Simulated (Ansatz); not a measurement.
Consider RbCuF3 (Pm-3m).

```cif
data_structure
_symmetry_space_group_name_H-M 'P 1'
_symmetry_Int_Tables_number 1
_cell_length_a 4.0700
_cell_length_b 4.0700
_cell_length_c 4.0700
_cell_angle_alpha 90.000
_cell_angle_beta 90.000
_cell_angle_gamma 90.000
_cell_volume 67.42
loop_
_atom_site_label
_atom_site_type_symbol
_atom_site_fract_x
_atom_site_fract_y
_atom_site_fract_z
_atom_site_occupancy
Rb1 Rb 0.50000 0.50000 0.50000 1
Cu2 Cu 0.00000 0.00000 0.00000 1
F3 F 0.50000 0.00000 0.00000 1
F4 F 0.00000 0.00000 0.50000 1
F5 F 0.00000 0.50000 0.00000 1
```

The cell and positions are those that the Materials Project relaxed with its own functionals (PBE, PBE+U or r2SCAN), kept fixed. PAW set soft_2, made with PBE.

A constrained-RPA run (Ansatz 0.2.0; non-magnetic LDA; Cu d + anion p, bands v14 to v1, 4×4×4 mesh, medium accuracy) builds 14 functions on bands 7.6 eV wide, with 27.0 electrons in the window. The bare on-site interaction is 28.1 eV and the bare J 0.98 eV.

Estimate U, U′ and J.

On the Cu d shell, U = 11.57 eV (41 % of the bare value), U′ = 9.91 eV, J = 0.83 eV.

The parent state is non-magnetic and the interaction static (zero frequency); U depends on the window and the orbitals, so it belongs to this model alone. A window that holds the anion p bands defines a model with explicit ligands; its U belongs to that model and is not the U of DFT+U.

[Paths, hosts, dates, memory and timing lines, banners, echoed tables and standing remarks are left out of the program output.]

[Logs are printed without paths, hosts, clocks, repeated set-up lines and the standing remarks that a program may print on its own settings, such as how far it seeks lower states.]

[Runs of the session that timed out or met a known fault of the program may be left out.]

[Hosts, paths, dates, database ids (printed as entryN), source tags and the programs' standing remarks are cut or masked in the printed files.]
